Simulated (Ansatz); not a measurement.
**Work function of Os(0001): what the settings cost and change**

Aim: the work function of Os(0001) against thickness and vacuum, with the cost.

Main program and level: Ansatz 0.2.0; plane-wave DFT, PBE, Ansatz PAW.

**1. Set-up**

The cell holds 1 atom: 1 Os. Its edges and angles: a = 2.740 Å, b = 2.740 Å, c = 18.000 Å, α = 90.0°, β = 90.0°, γ = 60.0°. Vacuum lies along c.

Structure file:

```cif
data_structure
_symmetry_space_group_name_H-M 'P 1'
_symmetry_Int_Tables_number 1
_cell_length_a 2.7400
_cell_length_b 2.7400
_cell_length_c 18.0000
_cell_angle_alpha 90.000
_cell_angle_beta 90.000
_cell_angle_gamma 60.000
_cell_volume 117.03
loop_
_atom_site_label
_atom_site_type_symbol
_atom_site_fract_x
_atom_site_fract_y
_atom_site_fract_z
_atom_site_occupancy
Os1 Os 0.66667 0.66667 0.50000 1
```

**2. Run, setting 1 layer**

A work function rests on the faint tail of the density, so the SCF threshold is tight. The slab grows from one layer, at fixed mesh and 18 Å of vacuum; then the vacuum is varied on one slab.

Contents of input.yaml:

```yaml
crystal:
  lattice:
    - [2.74, 0.0, 0.0]
    - [1.37, 2.3729096064, 0.0]
    - [0.0, 0.0, 18.0]
  atoms:
    - { symbol: Os, position: [0.6666666667, 0.6666666667, 0.5] }
kpoints:
  mp_grid: { grid: [17, 17, 1] }
hamiltonian:
  xc: pbe
scf:
  occupations: { method: fermi_dirac, width: 0.1 }
  convergence: { dr2_threshold: 1.0e-09 }
efield:
  axis: 3
  dipole_correction: true
  ramp_position: 0.97
  ramp_width: 0.06
output:
  write_potential: true
  write_density: true
  volumetric_format: npy
  elf: true
```

Command:

```
$ ansatz run input.yaml --threads 2 --pin off --max-ram 3072MiB --backend cpu --events-out ev --progress --plain --runs-dir out
```

Numbers of over 12 decimals in the logs are rounded to 6 here.

Output:

```text
Engine: ansatz 0.2.0, aarch64-unknown-linux-gnu
Pseudopotentials: kind: paw
Pseudopotential: Os, paw, valence charge 16, recommended cutoff 420 eV (normal), Os.paw.azcp
Functional definition: PBE
  parameter kappa = 0.804
  parameter beta = 0.066725
  exchange = pbe_x(kappa = kappa, mu = beta*pi^2/3)
  correlation = pbe_c(beta = beta)
Crystal: 1 atoms, lattice volume = 117.032 Å³
Basis set: ecut = 420 eV, 2299 PW (Γ)
Bands: 12, of which v1, the nominal top of the filled ones, is band 8 counted from 1 (7 counted from 0)
Symmetry: 12 space group operations
k-points: 33 of 289
Non-local potential: Os, projectors of the file, l = 0: 3, l = 1: 2, l = 2: 2, l = 3: 1
PAW form: soft (Blöchl's): semilocal exchange-correlation on the pseudo side does not see the compensation charge
PAW one-centre angular grid: Os, 590 points (default); XC on 64 Gauss nodes
Initial density: superposition of atomic densities (neutral atoms: chi_scale 0, normalization atom), corrected by the library's trained network
Initial wavefunctions: pseudopotential atomic-orbital guess
Functional: x = pbe(κ = 0.804, μ = 0.219515), c = pbe(β = 0.066725)
SCF iter   1: F=—  HF=-11381.698329 eV  |F-HF|=—  |Δ(HF+E_count)|=         —  Δρ=1.78e-3  dr2=2.76e-3  ethr=1.77e-3  p=-0.000 e·Å  D=-4.18e-15 V/Å  ΔV_dip=0.00 eV  dr2_dipole=5.86e-12  V_vac-E_F(+/−)=6.33/6.33 eV  ⟨swp⟩=6.0  Hψ=2403  notcnv=0
efield: sawtooth ramp at fractional position 0.9700 (set: `efield.ramp_position`, or a place that a band, a saddle search or an elastic batch's reference lends), width 0.0600; the density the first Hamiltonian is built on has a dipole p = -0.000 e·Å; the dipole correction subtracts the counter field D = -4.18e-15 V/Å, which shifts the + side's vacuum level by +0.00 eV against the − side's; the planar-averaged density in the ramp window peaks in size at 1.1e-5 e/Å³
preconditioner: auto → LDOS  [metal: Δε(μ)=0.015 eV  Ē_g=6.613 eV  σ=0.100 eV  W_gap=0.04  n_scr=10 (ndim 8)  ℏωp=9.7 eV  f_vac=0.743  D(μ)=3.54/eV (n_scr^D=12)  β→1.0]
SCF iter   2: F=—  HF=-11381.704090 eV  |F-HF|=—  |Δ(HF+E_count)|=   5.76e-3  Δρ=6.82e-4  dr2=4.74e-4  ethr=1.73e-5  p=-0.000 e·Å  D=-7.57e-7 V/Å  ΔV_dip=0.00 eV  dr2_dipole=8.56e-12  V_vac-E_F(+/−)=6.07/6.07 eV  ⟨swp⟩=2.9  Hψ=1121  notcnv=0
SCF iter   3: F=—  HF=-11381.704097 eV  |F-HF|=—  |Δ(HF+E_count)|=   7.21e-6  Δρ=4.91e-4  dr2=2.02e-4  ethr=2.96e-6  p=-0.000 e·Å  D=-1.12e-7 V/Å  ΔV_dip=0.00 eV  dr2_dipole=3.63e-13  V_vac-E_F(+/−)=6.09/6.09 eV  ⟨swp⟩=2.4  Hψ=748  notcnv=0
SCF iter   4: F=—  HF=-11381.704067 eV  |F-HF|=—  |Δ(HF+E_count)|=   2.97e-5  Δρ=1.28e-4  dr2=1.46e-5  ethr=1.26e-6  p=-0.000 e·Å  D=-3.25e-8 V/Å  ΔV_dip=0.00 eV  dr2_dipole=1.86e-13  V_vac-E_F(+/−)=6.08/6.08 eV  ⟨swp⟩=1.5  Hψ=452  notcnv=0
SCF iter   5: F=—  HF=-11381.704068 eV  |F-HF|=—  |Δ(HF+E_count)|=   3.82e-7  Δρ=3.60e-5  dr2=8.53e-7  ethr=9.15e-8  p=-0.000 e·Å  D=-4.35e-8 V/Å  ΔV_dip=0.00 eV  dr2_dipole=5.83e-17  V_vac-E_F(+/−)=6.08/6.08 eV  ⟨swp⟩=2.8  Hψ=718  notcnv=0
SCF iter   6: F=—  HF=-11381.704070 eV  |F-HF|=—  |Δ(HF+E_count)|=   1.93e-6  Δρ=8.24e-6  dr2=6.50e-8  ethr=5.33e-9  p=-0.000 e·Å  D=-1.82e-8 V/Å  ΔV_dip=0.00 eV  dr2_dipole=6.72e-16  V_vac-E_F(+/−)=6.08/6.08 eV  ⟨swp⟩=2.4  Hψ=611  notcnv=0
SCF iter   7: F=—  HF=-11381.704070 eV  |F-HF|=—  |Δ(HF+E_count)|=   9.78e-8  Δρ=1.28e-6  dr2=2.29e-9  ethr=4.06e-10  p=-0.000 e·Å  D=-1.15e-8 V/Å  ΔV_dip=0.00 eV  dr2_dipole=3.80e-15  V_vac-E_F(+/−)=6.08/6.08 eV  ⟨swp⟩=2.8  Hψ=723  notcnv=0
SCF iter   8: F=-11381.704070 eV  HF=-11381.704070 eV  |F-HF|=5.46e-12  |Δ(HF+E_count)|=   2.49e-9  Δρ=1.47e-7  dr2=4.27e-11  ethr=6.25e-12  p=0.000 e·Å  D=4.56e-9 V/Å  ΔV_dip=-0.00 eV  dr2_dipole=5.44e-15  V_vac-E_F(+/−)=6.08/6.08 eV  ⟨swp⟩=4.5  Hψ=1315  notcnv=0
SCF 1 converged in 8 iterations: F = -11381.704070 eV  dr2 = 4.27e-11
  greatest PAW one-centre occupation: 1.000 electrons in one spin orbital (limit 2), on the Os atom at site 0 (counted from 0), in its partial waves of l = 0
WARN: The output density's exchange-correlation potential varies sharply where the density is thin. Do not read a vacuum level from v_tot or v_xc, or from such a field of the output density. On a cell that repeats whose density bears no net charge and no dipole along the vacuum's axis use v_es (v_loc + v_h of the components); under efield.dipole_correction with no amplitude use v_es + v_field, which holds any externa [...]
SCF converged after 8 iterations
Free energy (F): -11381.704070 eV
Harris-Foulkes:  -11381.704070 eV  (|F-HF|=5.46e-12)
Internal energy: -11381.595197 eV  (E = F + TS)
E sigma→0 (E₀):  -11381.649633 eV
Entropy (-TS):   -0.108873 eV (-108.873 meV/atom)
Fermi energy:    -2.226177 eV
Dipole field:    D = -0.000000 V/Å  (p = -0.000000 e·Å, saw-weighted, corrected)
Work function:   Φ+ = 6.0810 eV   Φ− = 6.0810 eV
Levels:          The Fermi level and band energies are counted from a zero that moves with the ramp; work functions are not
--- Per-component energies (eV) ---
  E_band       = -495.783528
  E_kinetic    = 554.287179
  E_local      = -9778.237129  (includes V_loc(G=0)·N_el)
  E_nonlocal   = -2.024961
  E_hartree    = 4608.017639
  E_xc         = -261.886515
  E_vxc        = -277.427005  (∫ρ·V_xc dr)
  E_paw        = -9011.014102  (= ΣΔE_a)
  E_vpaw       = -208.417377  (= ΣTr[D̂ρ^β])
  E_aug_tail   = -0.000081  (compensation charges beyond the density's cutoff)
  E_efield     = 0.000000  (sawtooth field / dipole correction)
  E_vefield    = 0.000000  (∫n·V_field dr)
  E_ewald      = 2509.262773
  E_smearing   = -0.108873  (= −TS)
  E_closure    = -0.000000  (closes the sum)
  Σ components = -11381.704070   (vs F -11381.704070, Δ=0.00e0)
--- Band table (eV; the first three rows and the last of 33) ---
  k-point 0: bands = [... 4 lower, -9.1209, -4.0409, -3.7977, -3.7977, -0.9590, -0.8449, -0.8449, 3.4624]
  k-point 1: bands = [... 4 lower, -8.9667, -3.9909, -3.8940, -3.6813, -1.6680, -0.8772, -0.1432, 3.5506]
  k-point 2: bands = [... 4 lower, -8.5238, -4.1458, -3.8367, -3.3380, -2.4185, -0.9685, 0.6048, 3.8148]
  k-point 32: bands = [... 4 lower, -4.6766, -4.2353, -3.8630, -3.7098, -2.0421, 4.7464, 6.3254, 7.8719]
```

The job ended after 9.4 s (2 threads of Arm Neoverse N1, shared host; peak memory 0.37 GiB; 13 s of CPU time).

Reading the cycles: dr2 is the Hartree energy of the density residual (eV), the measure of convergence; HF is the Harris–Foulkes estimate of the energy, which meets the free energy F at convergence.

Numbers from this step:

```
energy at zero smearing   : -11381.6496 eV
work function, upper face : 6.081 eV
```

Running mean over 2.16323 Å of the planar mean; the ramp of the sawtooth is left out. Table of electron's electrostatic potential energy less the Fermi level by z:

z (Å), electron's electrostatic potential energy less the Fermi level (eV) and a bar from the least value:
```
     2.88        6.1 ##############################
     3.17        6.1 ##############################
     3.60        6.1 ##############################
     3.89        6.1 ##############################
     4.18        6.1 ##############################
     4.46        6.1 ##############################
     4.90        6.1 ##############################
     5.18        6.1 ##############################
     5.47        6.1 ##############################
     5.90        6.0 ##############################
     6.19        6.0 ##############################
     6.48        5.8 #############################
     6.91        5.1 ############################
     7.20        3.9 ##########################
     7.49        1.5 ######################
     7.78       -1.7 ################
     8.21       -7.0 #######
     8.50       -9.7 ###
     8.78      -11.2 
     9.22      -11.2 
     9.50       -9.7 ###
     9.79       -7.0 #######
    10.22       -1.7 ################
    10.51        1.5 ######################
    10.80        3.9 ##########################
    11.09        5.1 ############################
    11.52        5.8 #############################
    11.81        6.0 ##############################
    12.10        6.0 ##############################
    12.53        6.1 ##############################
    12.82        6.1 ##############################
    13.10        6.1 ##############################
    13.54        6.1 ##############################
    13.82        6.1 ##############################
    14.11        6.1 ##############################
    14.40        6.1 ##############################
    14.83        6.1 ##############################
    15.12        6.1 ##############################
```

ELF in the ca plane at fractional y = 0.667, with atoms of Os within 0.2 Å of it. It is the smooth field of the valence electrons, not physical close to the nuclei.

Ten even steps from '0' (0.00) to '9' (0.69), each cell a mean:
```
00000000000000000234589644310000000000000000
00000000000000001345898965320000000000000000
00000000000000001356986975420000000000000000
00000000000000001245799964310000000000000000
00000000000000000233467533210000000000000000
00000000000000000134444443210000000000000000
00000000000000000134555553200000000000000000
00000000000000000134444443210000000000000000
```
Columns run along c (18.0 Å), rows up along a (2.7 Å). Atoms in or near the plane, at fractional coordinates: Os at (0.50, 0.67).

Valence density in the ca plane at fractional y = 0.667, with atoms of Os within 0.2 Å of it. It is the smooth field of the valence electrons, not physical close to the nuclei.

Values in e/Å³, 5 rows by 16 columns, each cell a mean:
```
0.0 0.0 0.0 0.0 0.0 0.0 0.1 2.0 2.9 0.1 0.0 0.0 0.0 0.0 0.0 0.0
0.0 0.0 0.0 0.0 0.0 0.0 0.1 3.8 5.1 0.2 0.0 0.0 0.0 0.0 0.0 0.0
0.0 0.0 0.0 0.0 0.0 0.0 0.1 1.9 2.8 0.1 0.0 0.0 0.0 0.0 0.0 0.0
0.0 0.0 0.0 0.0 0.0 0.0 0.0 0.4 0.5 0.1 0.0 0.0 0.0 0.0 0.0 0.0
0.0 0.0 0.0 0.0 0.0 0.0 0.0 0.4 0.5 0.1 0.0 0.0 0.0 0.0 0.0 0.0
```
Columns run along c (18.0 Å), rows up along a (2.7 Å). Atoms in or near the plane, at fractional coordinates: Os at (0.50, 0.67).

Electrostatic potential energy in the ca plane at fractional y = 0.667, with atoms of Os within 0.2 Å of it. With pseudopotentials it is smooth inside the atoms' cores, unlike the true potential.

Values in eV, 5 rows by 16 columns, each cell a mean:
```
  4   4   4   4   4   4   2 -25 -32   1   4   4   4   4   4   4
  4   4   4   4   4   4   2 -32 -38   0   4   4   4   4   4   4
  4   4   4   4   4   4   2 -24 -31   1   4   4   4   4   4   4
  4   4   4   4   4   4   3  -5  -8   3   4   4   4   4   4   4
  4   4   4   4   4   4   3  -5  -8   3   4   4   4   4   4   4
```
Columns run along c (18.0 Å; values clipped at the 3rd and 97th percentile), rows up along a (2.7 Å). Atoms in or near the plane, at fractional coordinates: Os at (0.50, 0.67).

The work function is 6.081 eV.

**3. Run, 2 atoms**

System of this step: Os(0001). The cell holds 2 atoms: 2 Os. Cell: a = 2.740 Å, b = 2.740 Å, c = 20.163 Å, α = 90.0°, β = 90.0°, γ = 60.0°. Vacuum lies along c.

input.yaml, the sections that differ from step 2:

```yaml
crystal:
  lattice:
    - [2.74, 0.0, 0.0]
    - [1.37, 2.3729096064, 0.0]
    - [0.0, 0.0, 20.16323]
  atoms:
    - { symbol: Os, position: [0.6666666667, 0.6666666667, 0.4463570569] }
    - { symbol: Os, position: [0.0, 0.0, 0.5536429431] }
output:
  write_potential: true
  write_density: true
  volumetric_format: npy
# kpoints, hamiltonian, scf, efield: as in step 2
```

Output:

```text
[...]
Crystal: 2 atoms, lattice volume = 131.097 Å³
Basis set: ecut = 420 eV, 2605 PW (Γ)
Bands: 20, of which v1, the nominal top of the filled ones, is band 16 counted from 1 (15 counted from 0)
Symmetry: 6 space group operations
k-points: 33 of 289 (time reversal used)
[...]
k-point 0: bands = [... 12 lower, -1.0667, -0.8076, -0.8076, -0.2323, 1.5393, 1.5393, 1.9179, 3.0413]
  k-point 1: bands = [... 12 lower, -1.0197, -0.9561, -0.7109, -0.1633, 1.4017, 1.4916, 1.6413, 3.0555]
  k-point 2: bands = [... 12 lower, -1.1603, -0.6444, -0.4321, -0.1869, 0.8113, 1.3915, 1.7930, 3.0839]
  k-point 32: bands = [... 12 lower, -1.0642, -0.9570, -0.6619, 1.4914, 2.3845, 2.5716, 7.8211, 7.9511]
[key lines of the parts left out:]
SCF converged after 8 iterations
Free energy (F): -22766.722248 eV
Fermi energy:    1.544057 eV
Dipole field:    D = 0.000012 V/Å  (p = 0.000009 e·Å, saw-weighted, corrected)
Work function:   Φ+ = 5.1780 eV   Φ− = 5.1783 eV
```

Elapsed: 13 s, on 2 threads; peak memory 0.37 GiB; 21 s of CPU time.

The work function is 5.178 eV, -0.903 eV from the run “1 layer”, at 1.6 times its CPU time.

**4. Slab, 3 atoms**

System of this step: Os(0001). The cell holds 3 atoms: 3 Os. Cell: a = 2.740 Å, b = 2.740 Å, c = 22.326 Å, α = 90.0°, β = 90.0°, γ = 60.0°. Vacuum lies along c.

input.yaml, the sections that differ from step 3:

```yaml
crystal:
  lattice:
    - [2.74, 0.0, 0.0]
    - [1.37, 2.3729096064, 0.0]
    - [0.0, 0.0, 22.32646]
  atoms:
    - { symbol: Os, position: [0.0, 0.0, 0.403109136] }
    - { symbol: Os, position: [0.6666666667, 0.6666666667, 0.5] }
    - { symbol: Os, position: [0.0, 0.0, 0.596890864] }
# kpoints, hamiltonian, scf, efield, output: as in step 3
```

Output:

```text
[...]
Crystal: 3 atoms, lattice volume = 145.162 Å³
Basis set: ecut = 420 eV, 2853 PW (Γ)
Bands: 29, of which v1, the nominal top of the filled ones, is band 24 counted from 1 (23 counted from 0)
Symmetry: 6 space group operations
k-points: 33 of 289 (time reversal used)
[...]
k-point 0: bands = [... 20 lower, 1.2565, 1.8357, 1.8357, 2.7920, 3.3683, 3.3683, 4.2105, 4.8962, ... 1 higher]
  k-point 1: bands = [... 20 lower, 1.3335, 1.7590, 1.9499, 2.7511, 3.2074, 3.3218, 3.8539, 4.8678, ... 1 higher]
  k-point 2: bands = [... 20 lower, 1.5257, 1.6803, 2.2860, 2.6054, 2.6471, 3.2443, 3.7061, 4.7923, ... 1 higher]
  k-point 32: bands = [... 20 lower, 1.5354, 1.6642, 2.6590, 4.5067, 4.5866, 4.9083, 5.5722, 9.7581, ... 1 higher]
[key lines of the parts left out:]
SCF converged after 10 iterations
Free energy (F): -34151.308788 eV
Fermi energy:    3.841923 eV
Dipole field:    D = -0.000001 V/Å  (p = -0.000001 e·Å, saw-weighted, corrected)
Work function:   Φ+ = 5.2343 eV   Φ− = 5.2343 eV
```

Run time: 23 s. Hardware: 2 threads; peak memory 0.42 GiB.

The work function is 5.234 eV, +0.056 eV from the run “2 layers”, at 1.8 times its CPU time.

**5. Slab, 4 atoms**

System of this step: Os(0001). The cell holds 4 atoms: 4 Os. Cell: a = 2.740 Å, b = 2.740 Å, c = 24.490 Å, α = 90.0°, β = 90.0°, γ = 60.0°. Vacuum lies along c.

input.yaml, the sections that differ from step 4:

```yaml
crystal:
  lattice:
    - [2.74, 0.0, 0.0]
    - [1.37, 2.3729096064, 0.0]
    - [0.0, 0.0, 24.48969]
  atoms:
    - { symbol: Os, position: [0.6666666667, 0.6666666667, 0.3675015894] }
    - { symbol: Os, position: [0.0, 0.0, 0.4558338631] }
    - { symbol: Os, position: [0.6666666667, 0.6666666667, 0.5441661369] }
    - { symbol: Os, position: [0.0, 0.0, 0.6324984106] }
# kpoints, hamiltonian, scf, efield, output: as in step 4
```

Output:

```text
[...]
Crystal: 4 atoms, lattice volume = 159.226 Å³
Basis set: ecut = 420 eV, 3123 PW (Γ)
Bands: 39, of which v1, the nominal top of the filled ones, is band 32 counted from 1 (31 counted from 0)
Symmetry: 6 space group operations
k-points: 33 of 289 (time reversal used)
[...]
k-point 0: bands = [... 28 lower, 3.4195, 3.5302, 3.5302, 4.8983, 4.8983, 5.0867, 6.0519, 6.1491, ... 3 higher]
  k-point 1: bands = [... 28 lower, 3.4901, 3.5137, 3.6312, 4.7200, 4.8526, 5.0516, 5.5254, 6.1077, ... 3 higher]
  k-point 2: bands = [... 28 lower, 3.4876, 3.7495, 3.9314, 4.2910, 4.7285, 4.8042, 5.2404, 6.0102, ... 3 higher]
  k-point 32: bands = [... 28 lower, 3.4943, 4.2760, 5.0253, 6.5886, 6.5972, 6.7811, 7.2851, 7.4693, ... 3 higher]
[key lines of the parts left out:]
SCF converged after 9 iterations
Free energy (F): -45535.780568 eV
Fermi energy:    5.685840 eV
Dipole field:    D = 0.000005 V/Å  (p = 0.000005 e·Å, saw-weighted, corrected)
Work function:   Φ+ = 5.3885 eV   Φ− = 5.3886 eV
```

Run time: 34 s. Hardware: 2 threads; peak memory 0.47 GiB; 54 s of CPU time.

The work function is 5.388 eV, +0.154 eV from the run “3 layers”, at 1.5 times its CPU time.

**6. Slab, 5 atoms**

System of this step: Os(0001). The cell holds 5 atoms: 5 Os. Cell: a = 2.740 Å, b = 2.740 Å, c = 26.653 Å, α = 90.0°, β = 90.0°, γ = 60.0°. Vacuum lies along c.

input.yaml, the sections that differ from step 5:

```yaml
crystal:
  lattice:
    - [2.74, 0.0, 0.0]
    - [1.37, 2.3729096064, 0.0]
    - [0.0, 0.0, 26.65292]
  atoms:
    - { symbol: Os, position: [0.0, 0.0, 0.337674071] }
    - { symbol: Os, position: [0.6666666667, 0.6666666667, 0.4188370355] }
    - { symbol: Os, position: [0.0, 0.0, 0.5] }
    - { symbol: Os, position: [0.6666666667, 0.6666666667, 0.5811629645] }
    - { symbol: Os, position: [0.0, 0.0, 0.662325929] }
# kpoints, hamiltonian, scf, efield, output: as in step 5
```

Output:

```text
[...]
Crystal: 5 atoms, lattice volume = 173.291 Å³
Basis set: ecut = 420 eV, 3419 PW (Γ)
Bands: 48, of which v1, the nominal top of the filled ones, is band 40 counted from 1 (39 counted from 0)
Symmetry: 6 space group operations
k-points: 33 of 289 (time reversal used)
[...]
k-point 0: bands = [... 36 lower, 5.1828, 5.2476, 5.2476, 6.3475, 6.3475, 6.9679, 7.3582, 7.3582, ... 4 higher]
  k-point 1: bands = [... 36 lower, 5.1831, 5.3450, 5.3573, 6.2453, 6.2965, 6.7184, 7.1636, 7.3132, ... 4 higher]
  k-point 2: bands = [... 36 lower, 5.2846, 5.3297, 5.6767, 5.8677, 6.2441, 6.2999, 6.7671, 7.2187, ... 4 higher]
  k-point 32: bands = [... 36 lower, 5.9023, 6.0942, 7.1824, 8.2290, 8.2788, 8.6680, 8.8278, 9.0595, ... 4 higher]
[key lines of the parts left out:]
SCF converged after 10 iterations
Free energy (F): -56920.305213 eV
Fermi energy:    7.363430 eV
Dipole field:    D = 0.000001 V/Å  (p = 0.000001 e·Å, saw-weighted, corrected)
Work function:   Φ+ = 5.3352 eV   Φ− = 5.3353 eV
```

Wall time 49 s (2 threads); peak memory 0.54 GiB.

The work function is 5.335 eV, -0.053 eV from the run “4 layers”, at 1.4 times its CPU time.

[end of part 1 of 2]

[Logs are printed without paths, hosts, clocks, repeated set-up lines and the standing remarks that a program may print on its own settings, such as how far it seeks lower states.]

[Hosts, paths, dates, database ids (printed as entryN), source tags and the programs' standing remarks are cut or masked in the printed files.]

[Maps of the electrostatic potential energy from Ansatz leave out the sawtooth potential of an applied field or a dipole correction, so their vacuum need not be flat; planar profiles and work functions include it.]
